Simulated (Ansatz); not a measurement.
## A failed many-body run on LaCuSeO (P4/nmm)

A first try at the G0W0 gap of LaCuSeO (P4/nmm), what the program said, and an input that works.

Main program and level: Ansatz 0.2.0; G0W0 on r2SCAN, plane waves, PAW; PAW set soft_1.

In doubt: one-shot GW on d or f shells is unsure, so the values of those runs are not to be relied on.

## 1. Set-up

It takes space group P4/nmm (No. 129, tetragonal). The conventional cell has a = 4.067 Å, b = 4.067 Å, c = 8.797 Å, α = 90.00°, β = 90.00°, γ = 90.00°. Nearest to La lie 4 O at 2.38 Å and 4 Se at 3.33 Å. Cu has 4 Se at 2.52 Å nearest. Nearest to Se lie 4 Cu at 2.52 Å and 4 La at 3.33 Å. Nearest to O lie 4 La at 2.38 Å. Farther neighbours and most contacts between anions are not listed.

The cell and positions come from the Crystallography Open Database and are kept as given unless a step says otherwise. Spin-orbit coupling is left out unless a step names it.

## 2. First try

The input, input.yaml:

```yaml
crystal:
  lattice:
    - [4.06712, 0.0, 0.0]
    - [0.0, 4.06712, 0.0]
    - [0.0, 0.0, 8.7975]
  atoms:
    - { symbol: La, position: [0.5, 0.0, 0.1398] }
    - { symbol: La, position: [0.0, 0.5, 0.8602] }
    - { symbol: Cu, position: [0.5, 0.5, 0.5] }
    - { symbol: Cu, position: [0.0, 0.0, 0.5] }
    - { symbol: Se, position: [0.5, 0.0, 0.6698] }
    - { symbol: Se, position: [0.0, 0.5, 0.3302] }
    - { symbol: O, position: [0.5, 0.5, 0.0] }
    - { symbol: O, position: [0.0, 0.0, 0.0] }
kpoints:
  mp_grid: { grid: [1, 1, 1] }
hamiltonian:
  xc: r2scan
  pseudopotentials: { kind: paw, azcp: { folder: soft_1 } }
scf:
  occupations: { method: fixed }
gw:
  n_empty_bands: 236
  ecut_chi: 80
  qp_bands: [v2, c2]
  qp_kpoints: band_edges
  screening: { model: contour_deformation }
```

The run is started by

```
$ ansatz run input.yaml --threads 3 --pin off --max-ram 92160MiB --backend cuda --events-out ev --progress --plain --runs-dir out --devices 1 --max-vram 13GiB
```

Numbers of over 12 decimals in the logs are rounded to 6 here.

Log:

```text
GPUs: using 1 of 1 available (devices: 1).
Engine: ansatz 0.2.0, x86_64-unknown-linux-gnu
Pseudopotentials: kind: paw
Pseudopotential: La, paw, valence charge 11, recommended cutoff 500 eV (meta_gga), soft_1/La.paw.azcp
Pseudopotential: Cu, paw, valence charge 19, recommended cutoff 500 eV (meta_gga), soft_1/Cu.paw.azcp
Pseudopotential: Se, paw, valence charge 16, recommended cutoff 500 eV (meta_gga), soft_1/Se.paw.azcp
Pseudopotential: O, paw, valence charge 6, recommended cutoff 500 eV (meta_gga), soft_1/O.paw.azcp
Functional definition: r2SCAN
  parameter k0 = 0.174
  parameter k1 = 0.065
  parameter a1 = 4.9479
  exchange = r2scan_x(k0 = k0, k1 = k1, a1 = a1)
  correlation = r2scan_c
device memory: the entry about to start is reckoned to put 1.4 GiB on a device that reports 53.9 GiB free (of which the cap on the GPU budget leaves the run 13.0 GiB)
GPU FFT provider: cuFFT
GPU libraries: cuBLAS 13.8.2, cuFFT 12.4.0, cuSOLVER 12.3.4
Crystal: 8 atoms, lattice volume = 145.524 Å³
Basis set: ecut = 500 eV, 3729 PW (Γ), exchange–correlation on 120×120×288 points (64 copies of the dense FFT grid, shifted against one another)
Bands: 63, of which v1, the nominal top of the filled ones, is band 52 counted from 1 (51 counted from 0)
Symmetry: 16 space group operations
Space group: P4/nmm (ITA 129), of the structure as read, at distance tolerance 5.3e-5 Å
k-points: 1
Non-local potential: La, projectors of the file, l = 0: 3, l = 1: 2, l = 2: 2, l = 3: 3
Non-local potential: Cu, projectors of the file, l = 0: 3, l = 1: 2, l = 2: 3, l = 3: 1
Non-local potential: Se, projectors of the file, l = 0: 2, l = 1: 2, l = 2: 3, l = 3: 1
Non-local potential: O, projectors of the file, l = 0: 2, l = 1: 2, l = 2: 1
PAW form: soft (Blöchl's): semilocal exchange-correlation on the pseudo side does not see the compensation charge
PAW frozen core: La, regenerated for the run's functional (the file was generated under x = pbe(κ = 0.804, μ = 0.219515), c = pbe(β = 0.066725))
PAW frozen core: Cu, regenerated for the run's functional (the file was generated under x = pbe(κ = 0.804, μ = 0.219515), c = pbe(β = 0.066725))
PAW frozen core: Se, regenerated for the run's functional (the file was generated under x = pbe(κ = 0.804, μ = 0.219515), c = pbe(β = 0.066725))
PAW frozen core: O, regenerated for the run's functional (the file was generated under x = pbe(κ = 0.804, μ = 0.219515), c = pbe(β = 0.066725))
PAW one-centre angular grid: La, 974 points (default); XC on 160 Gauss nodes
PAW one-centre angular grid: Cu, 590 points (default); XC on 160 Gauss nodes
PAW one-centre angular grid: Se, 590 points (default); XC on 160 Gauss nodes
PAW one-centre angular grid: O, 302 points (default); XC on 160 Gauss nodes
Initial density: superposition of atomic densities (chi_scale 0.1, normalization cell, long waves kept (reshape's long-wave potential 0.39 eV rms))
Initial wavefunctions: pseudopotential atomic-orbital guess
GPU buffer pool allocated for 64800 grid points (all kernels)
GPU transforms: local potential and band sums: pruned to the plane-wave sphere, on 30×30×72
Functional: x = r2scan, c = r2scan; τ floored in thin density (d = 2e-4 eV/Å³)
iter 1 solved again at ethr=3.08e-3 eV; its pass at ethr=3.10e-3 eV (dr2=3.20e0 eV) is discarded
SCF iter   1: F=—  HF=-37892.065998 eV  |F-HF|=—  |Δ(HF+E_count)|=         —  Δρ=5.47e-2  dr2=3.22e0  dr2_τ=8.28e-2  ethr=3.08e-3  ⟨swp⟩=1.0  Hψ=266  notcnv=0  defer=2
preconditioner: auto → Resta (q_TF=auto, 2.580 Å⁻¹)  ε∞=7.7  [insulator: Δε(μ)=1.489 eV  Ē_g=9.526 eV  n_scr=38 (ndim 8)  ℏωp=24.6 eV  f_vac=0.000  ε∞_Penn≈7.7]
SCF iter   2: F=—  HF=-37892.450702 eV  |F-HF|=—  |Δ(HF+E_count)|=   3.85e-1  Δρ=3.04e-2  dr2=9.87e-1  dr2_τ=4.70e-2  ethr=3.08e-3  ⟨swp⟩=2.0  Hψ=82  notcnv=0  defer=4
SCF iter   3: F=—  HF=-37892.584599 eV  |F-HF|=—  |Δ(HF+E_count)|=   1.34e-1  Δρ=2.01e-2  dr2=4.56e-1  dr2_τ=1.26e-2  ethr=9.49e-4  ⟨swp⟩=2.0  Hψ=109  notcnv=0  defer=9
[...]
SCF iter   6: F=—  HF=-37892.575045 eV  |F-HF|=—  |Δ(HF+E_count)|=   3.98e-3  Δρ=1.22e-3  dr2=2.31e-3  dr2_τ=3.84e-5  ethr=1.03e-5  ⟨swp⟩=3.0  Hψ=91  notcnv=0  defer=9
SCF iter   7: F=—  HF=-37892.575379 eV  |F-HF|=—  |Δ(HF+E_count)|=   3.34e-4  Δρ=3.71e-4  dr2=2.42e-4  dr2_τ=2.56e-5  ethr=2.22e-6  ⟨swp⟩=3.0  Hψ=81  notcnv=0  defer=9
SCF iter   8: F=—  HF=-37892.575354 eV  |F-HF|=—  |Δ(HF+E_count)|=   2.53e-5  Δρ=1.54e-4  dr2=2.73e-5  dr2_τ=1.07e-6  ethr=2.33e-7  ⟨swp⟩=2.0  Hψ=92  notcnv=0  defer=9
SCF iter   9: F=—  HF=-37892.575367 eV  |F-HF|=—  |Δ(HF+E_count)|=   1.31e-5  Δρ=5.89e-5  dr2=5.60e-6  dr2_τ=4.02e-7  ethr=2.62e-8  ⟨swp⟩=2.0  Hψ=108  notcnv=0  defer=8
SCF iter  10: F=—  HF=-37892.575365 eV  |F-HF|=—  |Δ(HF+E_count)|=   1.68e-6  Δρ=1.71e-5  dr2=6.47e-7  dr2_τ=2.93e-8  ethr=5.38e-9  ⟨swp⟩=2.0  Hψ=100  notcnv=0  defer=7
SCF iter  11: F=—  HF=-37892.575365 eV  |F-HF|=—  |Δ(HF+E_count)|=   2.06e-7  Δρ=8.05e-6  dr2=1.09e-7  dr2_τ=4.21e-9  ethr=6.22e-10  ⟨swp⟩=2.0  Hψ=100  notcnv=0  defer=7
SCF iter  12: F=-37892.575365 eV  HF=-37892.575365 eV  |F-HF|=1.66e-9  |Δ(HF+E_count)|=   4.14e-8  Δρ=1.53e-6  dr2=4.66e-9  dr2_τ=2.37e-10  ethr=9.62e-11  ⟨swp⟩=11.0  Hψ=258  notcnv=0
SCF 1 converged in 12 iterations: F = -37892.575365 eV  dr2 = 4.66e-9
[...]
device memory: the entry about to start is reckoned to put 1.4 GiB on a device that reports 53.9 GiB free (of which the cap on the GPU budget leaves the run 13.0 GiB)
NSCF: frozen V_eff on 1 k-points
[...]
device memory: the entry about to start is reckoned to put 1.0 GiB on a device that reports 54.2 GiB free (of which the cap on the GPU budget leaves the run 13.0 GiB)
NSCF: frozen V_eff on 1 k-points
G₀W₀ screening: q 1/1
G₀W₀ self-energy: k 1/1
device memory: the entry about to start is reckoned to put 0.8 GiB on a device that reports 57.9 GiB free (of which the cap on the GPU budget leaves the run 13.0 GiB)
NSCF: frozen V_eff on 1 k-points
device memory: the entry about to start is reckoned to put 0.8 GiB on a device that reports 57.7 GiB free (of which the cap on the GPU budget leaves the run 13.0 GiB)
NSCF: frozen V_eff on 1 k-points
device memory: the entry about to start is reckoned to put 0.8 GiB on a device that reports 57.7 GiB free (of which the cap on the GPU budget leaves the run 13.0 GiB)
NSCF: frozen V_eff on 1 k-points
device memory: the entry about to start is reckoned to put 0.8 GiB on a device that reports 57.7 GiB free (of which the cap on the GPU budget leaves the run 13.0 GiB)
NSCF: frozen V_eff on 1 k-points
device memory: the entry about to start is reckoned to put 0.8 GiB on a device that reports 57.7 GiB free (of which the cap on the GPU budget leaves the run 13.0 GiB)
NSCF: frozen V_eff on 1 k-points
SCF converged after 12 iterations
Free energy (F): -37892.575365 eV
Harris-Foulkes:  -37892.575365 eV  (|F-HF|=1.66e-9)
Internal energy: -37892.575365 eV  (E = F + TS)
E sigma→0 (E₀):  -37892.575365 eV
Fermi energy:    11.752315 eV
--- Per-component energies (eV) ---
  E_band       = -1644.471998
  E_kinetic    = 1463.654247
  E_local      = -20650.791016  (includes V_loc(G=0)·N_el)
  E_nonlocal   = 1387.637375
  E_hartree    = 9618.618083
  E_xc         = -702.688261
  E_vxc        = -899.934101  (∫ρ·V_xc dr)
  E_paw        = -19167.846708  (= ΣΔE_a)
  E_vpaw       = -2231.843482  (= ΣTr[D̂ρ^β])
  E_aug_tail   = 0.001356  (compensation charges beyond the density's cutoff)
  E_vtau       = 49.567199  (kinetic-family band-sum trace: ∫τ·v_τ [+ j·A + Jᵃ·Aᵃ] dr)
  E_ewald      = -9837.101271
  E_core_change = -4.059170  (= ΣΔE_core)
  E_smearing   = -0.000000  (= −TS)
  E_closure    = -0.000000  (closes the sum)
  Σ components = -37892.575365   (vs F -37892.575365, Δ=0.00e0)
--- Band table (eV) ---
  k-point 0: bands = [... 48 lower, 10.0044, 11.1958, 11.7523, 11.7523, 13.5488, 13.7606, 14.0050, 14.2181, ... 7 higher]
--- G₀W₀: contour deformation, 7 samples at zero and on the imaginary axis and 0 off it, 1 q-point, 236 empty bands' worth ---
  eigenvalues of the whole cell's RPA ε∞ on this k-mesh (on a slab, of 1 + 4πα/V) = 9.5282, 20.9465, 20.9465; static W/v taken at q = 0 is 0.023452
  gw.qp_kpoints: band_edges: 1 of 1 stored k-point solved, in 1 pass; an edge of the gap read off the rows below is read off those points alone
    ik  band        ε_KS         Σx   Σc(E_QP)       V_xc       Z   E_QP_lin       E_QP  E_QP is
     0    51     11.7523   -31.2876     5.3034   -26.0320  0.7165    11.8000    11.8001  root
     0    52     11.7523   -31.2876     5.3034   -26.0320  0.7165    11.8000    11.8001  root
     0    53     13.5488   -11.3446    -5.8118   -17.9481  0.7466    14.3579    14.3405  root
     0    54     13.7606    -8.4413    -4.9235   -13.3932  0.7678    13.7890    13.7890  root
```

It took 16 s on 1 × NVIDIA H100 80GB HBM3 (shared by 6 runs) with 3 threads of AMD EPYC 7R13 (Zen 3), shared host; peak memory 1.3 GiB.

**What went wrong?**

The run ended normally, though the input holds a fault or crude settings.

The fault: G0W0 on a mesh far too coarse. So few points can't sample the density or the screening, and the band edges may lie elsewhere in the zone.

It printed a gap of 1.99 eV, which is an artefact of the settings.

## 3. A better input

G0W0 replaces the xc potential by the self-energy, built once from these orbitals. Only a window of levels is corrected, while the sums run over the empty bands that the input names. This step takes PAW set soft_1 files.

input.yaml: that of step 2 with these lines changed.

```diff
@@ -15,3 +15,3 @@
 kpoints:
-  mp_grid: { grid: [1, 1, 1] }
+  mp_grid: { grid: [4, 4, 2] }
 hamiltonian:
@@ -22,4 +22,4 @@
 gw:
-  n_empty_bands: 236
-  ecut_chi: 80
+  n_empty_bands: 434
+  ecut_chi: 120
   qp_bands: [v2, c2]
```

Log:

```text
GPUs: using 1 of 1 available (devices: 1).
[...]
GPU FFT provider: cuFFT
GPU libraries: cuBLAS 13.8.2, cuFFT 12.4.0, cuSOLVER 12.3.4
Crystal: 8 atoms, lattice volume = 145.524 Å³
Basis set: ecut = 500 eV, 3729 PW (Γ), exchange–correlation on 120×120×288 points (64 copies of the dense FFT grid, shifted against one another)
Bands: 63, of which v1, the nominal top of the filled ones, is band 52 counted from 1 (51 counted from 0)
[... 1 set-up line as in the run before ...]
[...]
k-points: 12 of 32
[...]
GPU buffer pool allocated for 64800 grid points (all kernels)
[...]
SCF iter   1: F=—  HF=-37898.363892 eV  |F-HF|=—  |Δ(HF+E_count)|=         —  Δρ=4.88e-2  dr2=3.72e0  dr2_τ=6.30e-2  ethr=3.10e-3  ⟨swp⟩=5.1  Hψ=2365  notcnv=0  defer=47
[...]
0    51     11.6088   -32.4169     4.5890   -27.7032  0.7349    11.4839    11.4841  root
     0    52     11.6088   -32.4169     4.5890   -27.7032  0.7349    11.4839    11.4841  root
     0    53     13.4986   -12.7987    -4.3969   -18.1643  0.7781    14.4829    14.4672  root
     0    54     13.6478    -9.0479    -4.1813   -13.4744  0.8001    13.8938    13.8931  root
     1    51     11.5049   -32.6501     4.6513   -27.8746  0.7322    11.3804    11.3807  root
     1    52     11.5049   -32.6501     4.6513   -27.8746  0.7322    11.3804    11.3807  root
     1    53     13.5944   -10.0253    -5.2182   -16.3388  0.7817    14.7133    14.6899  root
     1    54     13.9681   -14.6991    -5.2380   -21.4659  0.7613    15.5536    15.4970  root
[...]
11    51     10.4375   -45.5078     8.3380   -37.1319  0.6674    10.3995    10.3996  root
    11    52     10.4375   -45.5078     8.3380   -37.1319  0.6674    10.3995    10.3996  root
    11    53     14.5204   -14.2397    -4.9509   -20.4065  0.7624    15.7709    15.7364  root
    11    54     14.5204   -14.2397    -4.9509   -20.4065  0.7624    15.7709    15.7364  root
[key lines of the parts left out:]
SCF converged after 12 iterations
Free energy (F): -37898.241108 eV
Fermi energy:    11.608830 eV
```

It took 36 s on 1 × NVIDIA H100 80GB HBM3 (shared by 6 runs) with 3 threads; peak memory 2.1 GiB; 59 s of CPU time.

Numbers from this step:

| Quantity | Value |
| --- | --- |
| bands summed | 486 |
| RPA ε∞ on this mesh (eigenvalues) | 6.007, 7.587, 7.587 |
| plane waves in the screening matrix | 427 |
| q-points in the mesh | 32 |
| G0W0 gap on the mesh | 2.409 eV |
| k of the valence top | 0, 0, 0 |
| k of the conduction bottom | 0, 0, 0 |
| starting gap on the mesh | 1.890 eV |
| Z at the valence top | 0.7349 |
| Z at the conduction bottom | 0.8001 |
| least direct G0W0 gap on the computed points | 2.409 eV |

The gap on the mesh goes from 1.89 eV to 2.41 eV, a correction of +0.52 eV, though a band edge has moved to another state.

## 4. Summary of results

```yaml
first_try: converged after 16 s
better_run: G0W0 gap on the mesh 2.41 eV (4×4×2 mesh, 434 empty bands, screening to 120 eV, PAW set soft_1 files)
```

What this shows: The second run differs in: mesh, empty bands and screening cutoff (eV). Bands and cutoff are finite, so the gap is not at the basis limit. The miss can reach some tenths of an eV and take either sign; the mesh is an error of its own. The 4×4×2 mesh is coarse for this cell (its supercell is 16 Å along the shortest edge). The RPA ε∞ on it, from the r2SCAN start, is 6.01 and 7.59; such meshes misread the long-range screening, most where the gap is narrow. Empty 4f levels lie among the conduction bands. Their place in the start is unsure; it enters the screening, and the edge itself where they lie low. A d shell, filled or nearly so, lies near the gap. One-shot GW converges very slowly in bands there, not always from below, and on a semilocal start the gap tends to come out low; starts rich in exact exchange can overshoot instead. The many-body steps are scalar-relativistic: spin-orbit coupling is not in them.

[Paths, hosts, dates, memory and timing lines, banners, echoed tables and standing remarks are left out of the program output.]

[Logs are printed without paths, hosts, clocks, repeated set-up lines and the standing remarks that a program may print on its own settings, such as how far it seeks lower states.]

[Runs of the session that timed out or met a known fault of the program may be left out.]

[Cells called generated may have been cut or substituted from an entry of the Crystallography Open Database or the Materials Project.]

[Hosts, paths, dates, database ids (printed as entryN), source tags and the programs' standing remarks are cut or masked in the printed files.]
